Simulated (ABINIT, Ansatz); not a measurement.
Planning a run of ABINIT 10.8.3 on Cl (Cmce). The input:

```
acell 3*1.0 Angstrom
rprim 
  3.145000000000 -2.250000000000 0.000000000000
  3.145000000000 2.250000000000 0.000000000000
  0.000000000000 0.000000000000 8.210000000000
ntypat 1
znucl 17
natom 4
typat 1 1 1 1
xred 
  0.870000000000 0.130000000000 0.100000000000
  0.630000000000 0.370000000000 0.600000000000
  0.130000000000 0.870000000000 0.900000000000
  0.370000000000 0.630000000000 0.400000000000
pp_dirpath "pseudos"
pseudos "Cl.upf"
ecut 25
ngkpt 4 4 1
nshiftk 1
shiftk 0 0 0
kptopt 1
chksymbreak 0
istwfk *1
occopt 1
irdwfk 1
optdriver 3
nband 91
ecuteps 4.2
inclvkb 2
awtr 1
symchi 1
gwcalctyp 2
nfreqre 16
freqremax 40 eV
nfreqim 8
spmeth 1
nomegasf 120
indata_prefix "in"
outdata_prefix "out"
tmpdata_prefix "tmp"
```

```sh
OMP_NUM_THREADS=1 mpirun -n 4 abinit run.abi > log
```

Question: Estimate wall time and host memory on 4 MPI ranks of Intel Xeon Platinum 8488C (Sapphire Rapids), shared host.

It took 35 s; on shared hardware allow 18 s to 70 s. Peak host memory was 1.4 GiB.

[Paths, hosts, dates, memory and timing lines, banners, echoed tables and standing remarks are left out of the program output.]

[Logs are printed without paths, hosts, clocks, repeated set-up lines and the standing remarks that a program may print on its own settings, such as how far it seeks lower states.]

[Runs of the session that timed out or met a known fault of the program may be left out.]

[Hosts, paths, dates, database ids (printed as entryN), source tags and the programs' standing remarks are cut or masked in the printed files.]

[G0W0 gaps are taken among the corrected bands and points alone; a level outside them can change the order at an edge.]

[Where Ansatz stands beside ABINIT at settings called matched, ABINIT's density can come from a denser mesh and the files from another edition; pairs whose starting gaps differed by over 0.03 eV were left out, so agreement reads better than it is.]
